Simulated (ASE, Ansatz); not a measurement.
## Relaxing LiBH8C4O3F4 (P2_12_12_1) (252 atoms)

Aim: bring LiBH8C4O3F4 (P2_12_12_1) (252 atoms) to a nearby minimum of the energy and see what moves.

Calculated with Ansatz 0.2.0; Kohn-Sham DFT, PBE+D3(BJ), PAW (set soft_2), plane waves.

Report form: the programs' logs are mostly left out.

## 1. The structure

The cell holds 252 atoms: 12 Li, 12 B, 96 H, 48 C, 36 O and 48 F. Its edges and angles: a = 15.519 Å, b = 11.741 Å, c = 13.350 Å, α = 90.0°, β = 90.0°, γ = 90.0°. It derives from LiBH8C4O3F4 (P2_12_12_1), repeated 3×1×1. LiBH8C4O3F4, space group P2_12_12_1, structure from the Crystallography Open Database, 3 x 1 x 1 conventional cells; every coordinate displaced by a Gaussian of 0.01 Å; bonds to H set to neutron lengths (C-H 1.089, N-H 1.015, O-H 0.983, B-H 1.19 Å) where the listed ones are shorter.

Limits known from the start: Sampling is at Γ alone, for a cell whose shortest periodic width is 12 Å.

## 2. Single point at the start

A single point comes first, to see the forces before anything moves.

input.yaml

```yaml
crystal:
  lattice:
    - [15.519, 0.0, 0.0]
    - [0.0, 11.741, 0.0]
    - [0.0, 0.0, 13.35]
  atoms:
    - { symbol: Li, position: [0.31242, 0.91193, 0.96254] }
    - { symbol: Li, position: [0.1872, 0.08786, 0.46089] }
    - { symbol: Li, position: [0.02044, 0.41215, 0.54008] }
    - { symbol: Li, position: [0.1447, 0.5873, 0.03821] }
    - { symbol: B, position: [0.15175, 0.86632, 0.08949] }
    - { symbol: B, position: [0.01516, 0.1355, 0.58987] }
    - { symbol: B, position: [0.18249, 0.36466, 0.41095] }
    - { symbol: B, position: [0.31776, 0.63454, 0.90871] }
    - { symbol: H, position: [0.06005, 0.28084, 0.89562] }
    - { symbol: H, position: [0.10737, 0.71769, 0.3975] }
    - { symbol: H, position: [0.27523, 0.78105, 0.60074] }
    - { symbol: H, position: [0.22476, 0.21711, 0.10156] }
    - { symbol: H, position: [0.31158, 0.33522, 0.97915] }
    - { symbol: H, position: [0.18793, 0.66615, 0.47939] }
    - { symbol: H, position: [0.02051, 0.83331, 0.51932] }
    - { symbol: H, position: [0.14586, 0.16635, 0.01873] }
    - { symbol: H, position: [0.31589, 0.39078, 0.85933] }
    - { symbol: H, position: [0.18383, 0.6106, 0.35776] }
    - { symbol: H, position: [0.01665, 0.89074, 0.64269] }
    - { symbol: H, position: [0.15059, 0.10812, 0.14203] }
    - { symbol: H, position: [0.14537, 0.07491, 0.85469] }
    - { symbol: H, position: [0.02071, 0.92715, 0.35475] }
    - { symbol: H, position: [0.18702, 0.57648, 0.64606] }
    - { symbol: H, position: [0.31305, 0.42628, 0.14337] }
    - { symbol: H, position: [0.21032, 0.07449, 0.74616] }
    - { symbol: H, position: [0.289, 0.92608, 0.24571] }
    - { symbol: H, position: [0.12276, 0.57436, 0.75346] }
    - { symbol: H, position: [0.04443, 0.42517, 0.2545] }
    - { symbol: H, position: [0.17245, 0.88416, 0.71058] }
    - { symbol: H, position: [0.32765, 0.11701, 0.20924] }
    - { symbol: H, position: [0.1602, 0.3839, 0.78953] }
    - { symbol: H, position: [0.00666, 0.61776, 0.29117] }
    [... 214 atom lines left out ...]
    - { symbol: F, position: [0.90755, 0.41292, 0.47709] }
    - { symbol: F, position: [0.92556, 0.58845, 0.97618] }
    - { symbol: F, position: [0.7939, 0.89305, 0.18698] }
    - { symbol: F, position: [0.70472, 0.1089, 0.6866] }
    - { symbol: F, position: [0.87252, 0.39163, 0.31401] }
    - { symbol: F, position: [0.96095, 0.60838, 0.81278] }
kpoints:
  mp_grid: { grid: [1, 1, 1] }
hamiltonian:
  xc: pbe
  dispersion: d3bj
scf:
  occupations: { method: fermi_dirac, width: 0.05 }
output:
  forces: true
  stress: true
  populations: true
  dos:
    method: { smearing: { sigma: 0.1 } }
    de: 0.1
    projected: { site_lists: { B: [B], C: [C], F: [F], H: [H], Li: [Li] } }
  eigenvalues: true
```

Run with:

```bash
> ansatz run input.yaml --threads 4 --pin off --max-ram 8192MiB --backend cpu --events-out ev --progress --plain --runs-dir out
```

It took 79 s on 4 threads of Arm Neoverse V2, shared host; peak memory 4.1 GiB.

The run gave:

* free energy: -77210.4724 eV
* free energy per atom: -306.3908 eV/atom
* SCF cycles: 10
* pressure: 3.161 GPa
* r.m.s. force component: 0.5167 eV/Å
* longest force: 2.239 eV/Å
* Fermi energy: 2.391 eV
* gap (highest filled to lowest empty level): 4.864 eV
* spilling of the projection: 0.01029

The r.m.s. force component of 0.52 eV/Å and the pressure of 3.2 GPa set the starting point.

Neighbours are counted within 1.34 Å (H-C), 1.85 Å (C-C), 1.73 Å (C-O), 1.72 Å (F-B), 2.38 Å (F-Li), 2.52 Å (O-Li).

Length of the force by element and coordination:

| element | coordination | atoms | mean length of the force (eV/Å) | spread | least | most |
| --- | --- | --- | --- | --- | --- | --- |
| B | all | 12 | 0.632 | 0.271 | 0.178 | 1.13 |
| C | all | 48 | 1.10 | 0.473 | 0.251 | 2.24 |
| C | 3 | 12 | 1.26 | 0.501 | 0.375 | 2.00 |
| C | 4 | 36 | 1.05 | 0.451 | 0.251 | 2.24 |
| F | all | 48 | 0.906 | 0.371 | 0.196 | 1.91 |
| F | 1 | 12 | 0.989 | 0.320 | 0.401 | 1.77 |
| F | 2 | 36 | 0.878 | 0.382 | 0.196 | 1.91 |
| H | all | 96 | 0.558 | 0.337 | 0.0915 | 1.71 |
| Li | all | 12 | 0.0778 | 0.0266 | 0.0306 | 0.118 |
| O | all | 36 | 0.894 | 0.564 | 0.0955 | 2.11 |
| O | 2 | 24 | 1.04 | 0.616 | 0.0955 | 2.11 |
| O | 3 | 12 | 0.607 | 0.267 | 0.219 | 1.20 |

## 3. Relaxation

The atoms are relaxed in the fixed cell, aiming at the force tolerance of the input.

input.yaml, the sections that differ from step 2:

```yaml
output:
  forces: true
relax:
  f_tol: 0.03
  max_steps: 200
# crystal, kpoints, hamiltonian, scf: as in step 2
```

The job ended after 5.7 min (4 threads; peak memory 4.1 GiB).

The steps of the relaxation:

| step | energy less that of the first step (eV) | largest force component (eV/Å) |
| --- | --- | --- |
| 1 | 0.0000 | 1.8568 |
| 2 | -1.8539 | 0.8339 |
| 3 | -2.1498 | 0.4644 |
| 4 | -2.2036 | 0.1926 |
| 5 | -2.2608 | 0.0827 |
| 6 | -2.2717 | 0.0302 |
| 7 | -2.2834 | 0.0492 |
| 8 | -2.2880 | 0.0370 |
| 9 | -2.2902 | 0.0365 |
| 10 | -2.2913 | 0.0271 |

The atoms that moved most (Å):

| atom | dx | dy | dz | length |
| --- | --- | --- | --- | --- |
| H206 | -0.229 | 0.014 | -0.170 | 0.286 |
| H16 | -0.223 | -0.122 | 0.105 | 0.275 |
| H99 | 0.237 | 0.095 | 0.098 | 0.274 |
| H15 | 0.227 | 0.120 | 0.092 | 0.273 |
| H122 | -0.216 | 0.020 | -0.161 | 0.270 |
| H97 | -0.223 | 0.121 | -0.091 | 0.269 |
| H182 | 0.234 | -0.102 | -0.084 | 0.269 |
| H124 | 0.213 | 0.000 | 0.161 | 0.267 |

The relaxation changed the energy by -9.09 meV/atom, and atoms moved by 0.13 Å r.m.s., 0.29 Å at most.

## 4. Structure statistics after relaxation

Bonds before and after, by the cutoffs listed below:

| pair | bonds before | bonds after | mean before (Å) | mean after (Å) | spread before (Å) | spread after (Å) |
| --- | --- | --- | --- | --- | --- | --- |
| H-C | 96 | 96 | 1.089 | 1.097 | 0.015 | 0.005 |
| C-C | 12 | 12 | 1.503 | 1.505 | 0.014 | 0.000 |
| C-O | 60 | 60 | 1.362 | 1.370 | 0.089 | 0.083 |
| F-B | 48 | 48 | 1.391 | 1.413 | 0.017 | 0.012 |
| F-Li | 36 | 36 | 1.935 | 1.949 | 0.021 | 0.016 |
| O-Li | 24 | 24 | 2.086 | 2.097 | 0.025 | 0.027 |

Density 1.62 g/cm³, 9.653 Å³ an atom.

g(r), total and by pair (bins of 0.2 Å):

| r (Å) | total | H-H | H-C | H-F | H-O | H-B | H-Li |
| --- | --- | --- | --- | --- | --- | --- | --- |
| 1.00 | 1.90 | 0.00 | 13.10 | 0.00 | 0.00 | 0.00 | 0.00 |
| 1.20 | 0.82 | 0.00 | 3.98 | 0.00 | 0.00 | 0.00 | 0.00 |
| 1.40 | 1.48 | 0.00 | 0.00 | 0.00 | 0.00 | 0.00 | 0.00 |
| 1.60 | 0.16 | 0.00 | 0.00 | 0.00 | 0.00 | 0.00 | 0.00 |
| 1.80 | 0.80 | 5.51 | 0.00 | 0.00 | 0.00 | 0.00 | 0.00 |
| 2.00 | 1.06 | 0.00 | 0.00 | 0.00 | 6.30 | 0.00 | 0.00 |
| 2.20 | 0.31 | 0.00 | 1.11 | 0.00 | 0.00 | 0.00 | 0.00 |
| 2.40 | 1.22 | 2.08 | 0.00 | 0.84 | 0.55 | 0.00 | 0.00 |
| 2.60 | 0.77 | 0.38 | 1.84 | 1.14 | 2.07 | 0.00 | 0.00 |
| 2.80 | 0.91 | 1.30 | 0.32 | 2.11 | 0.86 | 0.00 | 1.26 |
| 3.00 | 0.83 | 0.85 | 0.81 | 0.42 | 1.83 | 3.46 | 0.00 |
| 3.20 | 0.96 | 0.74 | 2.19 | 0.25 | 0.96 | 0.00 | 0.97 |
| 3.40 | 0.85 | 0.65 | 1.30 | 0.45 | 0.87 | 0.00 | 1.70 |
| 3.60 | 1.00 | 0.58 | 0.40 | 1.47 | 0.78 | 2.37 | 0.74 |
| 3.80 | 1.06 | 1.03 | 0.71 | 1.48 | 0.94 | 1.38 | 2.07 |
| 4.00 | 1.28 | 1.11 | 2.21 | 1.10 | 1.06 | 0.00 | 1.25 |
| 4.20 | 1.29 | 1.44 | 1.30 | 1.28 | 0.39 | 3.45 | 2.88 |
| 4.40 | 0.96 | 0.78 | 0.79 | 0.78 | 0.52 | 0.53 | 1.57 |
| 4.60 | 1.05 | 1.68 | 0.85 | 0.60 | 1.73 | 1.39 | 0.98 |
| 4.80 | 1.12 | 0.33 | 0.87 | 2.37 | 1.62 | 0.90 | 0.42 |
| 5.00 | 0.90 | 0.61 | 0.82 | 0.73 | 1.26 | 0.43 | 0.39 |
| 5.20 | 1.24 | 1.40 | 0.92 | 0.93 | 1.20 | 0.71 | 0.74 |
| 5.40 | 0.93 | 0.78 | 1.12 | 1.12 | 0.68 | 0.35 | 0.70 |
| 5.60 | 0.65 | 0.65 | 0.64 | 0.56 | 0.66 | 0.95 | 0.65 |
| 5.80 | 0.91 | 1.20 | 0.52 | 1.04 | 0.59 | 1.79 | 1.62 |
| 6.00 | 0.86 | 0.45 | 0.77 | 0.99 | 0.94 | 1.43 | 0.45 |
| 6.20 | 1.00 | 1.35 | 1.65 | 0.97 | 0.48 | 0.78 | 1.31 |
| 6.40 | 1.06 | 1.48 | 0.74 | 1.32 | 1.10 | 0.49 | 0.74 |

Bonds by pair of elements; cutoffs follow the first minimum of g(r), held within bounds set by covalent radii, and pairs that aren't listed don't count as bonded:

| pair A-B | cutoff (Å) | bonds | mean length (Å) | spread (Å) | shortest (Å) | B about A | A about B |
| --- | --- | --- | --- | --- | --- | --- | --- |
| H-C | 1.34 | 96 | 1.10 | 0.005 | 1.09 | 1 | 2 |
| C-C | 1.85 | 12 | 1.50 | 0 | 1.50 | 0.5 | 0.5 |
| C-O | 1.73 | 60 | 1.37 | 0.083 | 1.23 | 1.25 | 1.67 |
| F-B | 1.72 | 48 | 1.41 | 0.012 | 1.40 | 1 | 4 |
| F-Li | 2.38 | 36 | 1.95 | 0.016 | 1.93 | 0.75 | 3 |
| O-Li | 2.52 | 24 | 2.10 | 0.027 | 2.07 | 0.667 | 2 |

How many atoms have how many bonded neighbours:

| element | mean | 1 | 2 | 3 | 4 | 5 |
| --- | --- | --- | --- | --- | --- | --- |
| B | 4 | 0 | 0 | 0 | 12 | 0 |
| C | 3.75 | 0 | 0 | 12 | 36 | 0 |
| F | 1.75 | 12 | 36 | 0 | 0 | 0 |
| H | 1 | 96 | 0 | 0 | 0 | 0 |
| Li | 5 | 0 | 0 | 0 | 0 | 12 |
| O | 2.33 | 0 | 24 | 12 | 0 | 0 |

Bond angles (no mean is given where the spread exceeds 20°):

| angle | count | mean (°) | spread (°) |
| --- | --- | --- | --- |
| H-C-O | 96 | 109 | 2 |
| H-C-H | 84 | 110 | 1.1 |
| F-Li-O | 72 | - | - |
| F-B-F | 72 | 110 | 0.8 |
| C-C-O | 36 | 114 | 6.7 |

Bond length by coordination (bonds to H left out):

| element | coordination | atoms | mean bond length (Å) |
| --- | --- | --- | --- |
| C | 3 | 12 | 1.35 |
| C | 4 | 36 | 1.45 |
| F | 1 | 12 | 1.40 |
| F | 2 | 36 | 1.68 |
| O | 2 | 24 | 1.53 |
| O | 3 | 12 | 1.64 |

By these cutoffs all B atoms have 4, 75 % of C atoms have 4, 75 % of F atoms have 2 and all H atoms have 1 bonded neighbour. The H-C-O angle averages 109° with a spread of 2°.

## 5. Single point at the relaxed geometry

The electronic structure is read at the final geometry, in a run of its own.

input.yaml

```yaml
crystal:
  lattice:
    - [15.519, 0.0, 0.0]
    - [0.0, 11.741, 0.0]
    - [0.0, 0.0, 13.35]
  atoms:
    - { symbol: Li, position: [0.31772, 0.91387, 0.95998] }
    - { symbol: Li, position: [0.18227, 0.08617, 0.46004] }
    - { symbol: Li, position: [0.01559, 0.41378, 0.53977] }
    - { symbol: Li, position: [0.15109, 0.58618, 0.03993] }
    - { symbol: B, position: [0.15626, 0.86759, 0.08774] }
    - { symbol: B, position: [0.01037, 0.13244, 0.58763] }
    - { symbol: B, position: [0.1771, 0.36755, 0.41221] }
    - { symbol: B, position: [0.3229, 0.63246, 0.91216] }
    - { symbol: H, position: [0.0556, 0.2847, 0.90689] }
    - { symbol: H, position: [0.11105, 0.71523, 0.40673] }
    - { symbol: H, position: [0.27758, 0.78472, 0.5933] }
    - { symbol: H, position: [0.22229, 0.21532, 0.09309] }
    - { symbol: H, position: [0.29812, 0.34396, 0.97353] }
    - { symbol: H, position: [0.20187, 0.65629, 0.47357] }
    - { symbol: H, position: [0.03513, 0.84355, 0.52622] }
    - { symbol: H, position: [0.13148, 0.15599, 0.02656] }
    - { symbol: H, position: [0.32372, 0.39417, 0.85052] }
    - { symbol: H, position: [0.17638, 0.60573, 0.35062] }
    - { symbol: H, position: [0.00976, 0.89429, 0.64911] }
    - { symbol: H, position: [0.15717, 0.10588, 0.14957] }
    - { symbol: H, position: [0.14725, 0.06971, 0.85831] }
    - { symbol: H, position: [0.01922, 0.93059, 0.3584] }
    - { symbol: H, position: [0.18592, 0.56952, 0.6416] }
    - { symbol: H, position: [0.31408, 0.43034, 0.14166] }
    - { symbol: H, position: [0.20774, 0.07842, 0.74516] }
    - { symbol: H, position: [0.29222, 0.92165, 0.24511] }
    - { symbol: H, position: [0.12547, 0.57835, 0.75478] }
    - { symbol: H, position: [0.04116, 0.42165, 0.2548] }
    - { symbol: H, position: [0.1771, 0.88892, 0.70688] }
    - { symbol: H, position: [0.3228, 0.11122, 0.20689] }
    - { symbol: H, position: [0.15601, 0.38878, 0.79307] }
    - { symbol: H, position: [0.01056, 0.61117, 0.29307] }
    [... 214 atom lines left out ...]
    - { symbol: F, position: [0.89839, 0.41507, 0.48626] }
    - { symbol: F, position: [0.93489, 0.5849, 0.98633] }
    - { symbol: F, position: [0.79317, 0.89629, 0.18301] }
    - { symbol: F, position: [0.70678, 0.10374, 0.68304] }
    - { symbol: F, position: [0.87337, 0.3963, 0.31684] }
    - { symbol: F, position: [0.95991, 0.60373, 0.81692] }
kpoints:
  mp_grid: { grid: [1, 1, 1] }
hamiltonian:
  xc: pbe
  dispersion: d3bj
scf:
  occupations: { method: fermi_dirac, width: 0.05 }
output:
  forces: true
  stress: true
  populations: true
  dos:
    method: { smearing: { sigma: 0.15 } }
    de: 0.1
    projected: { site_lists: { B: [B], C: [C], F: [F], H: [H], Li: [Li] } }
  eigenvalues: true
  write_density: true
  write_potential: true
  volumetric_format: npy
  elf: true
```

Run time: 88 s. Hardware: 4 threads; peak memory 4.2 GiB; 5.7 min of CPU time.

Numbers from this run:

```
free energy                                      : -77212.7637 eV
free energy per atom                             : -306.3999 eV/atom
SCF cycles                                       : 9
pressure                                         : 0.1752 GPa
r.m.s. force component                           : 0.00393 eV/Å
longest force                                    : 0.03429 eV/Å
Fermi energy                                     : 2.35 eV
gap (highest filled to lowest empty level) : 4.824 eV
spilling of the projection                       : 0.01006
```

Löwdin charges by element and coordination (they lack the spilled electrons, 0.036 e an atom on average):

| element | coordination | atoms | mean charge (e) | spread | least | most |
| --- | --- | --- | --- | --- | --- | --- |
| B | all | 12 | 0.873 | 0 | 0.873 | 0.873 |
| C | all | 48 | 0.0092 | 0.333 | -0.229 | 0.578 |
| C | 3 | 12 | 0.578 | 0 | 0.578 | 0.578 |
| C | 4 | 36 | -0.180 | 0.062 | -0.229 | -0.0927 |
| F | all | 48 | -0.376 | 0.0079 | -0.386 | -0.364 |
| F | 1 | 12 | -0.364 | 0 | -0.364 | -0.364 |
| F | 2 | 36 | -0.380 | 0.0047 | -0.386 | -0.374 |
| H | all | 96 | 0.200 | 0.0154 | 0.177 | 0.223 |
| Li | all | 12 | 0.782 | 0 | 0.781 | 0.782 |
| O | all | 36 | -0.340 | 0.0782 | -0.431 | -0.240 |
| O | 2 | 24 | -0.335 | 0.0953 | -0.431 | -0.240 |
| O | 3 | 12 | -0.35 | 0 | -0.350 | -0.350 |

(Part 1 of 2 ends here.)

[Logs are printed without paths, hosts, clocks, repeated set-up lines and the standing remarks that a program may print on its own settings, such as how far it seeks lower states.]

[Hosts, paths, dates, database ids (printed as entryN), source tags and the programs' standing remarks are cut or masked in the printed files.]
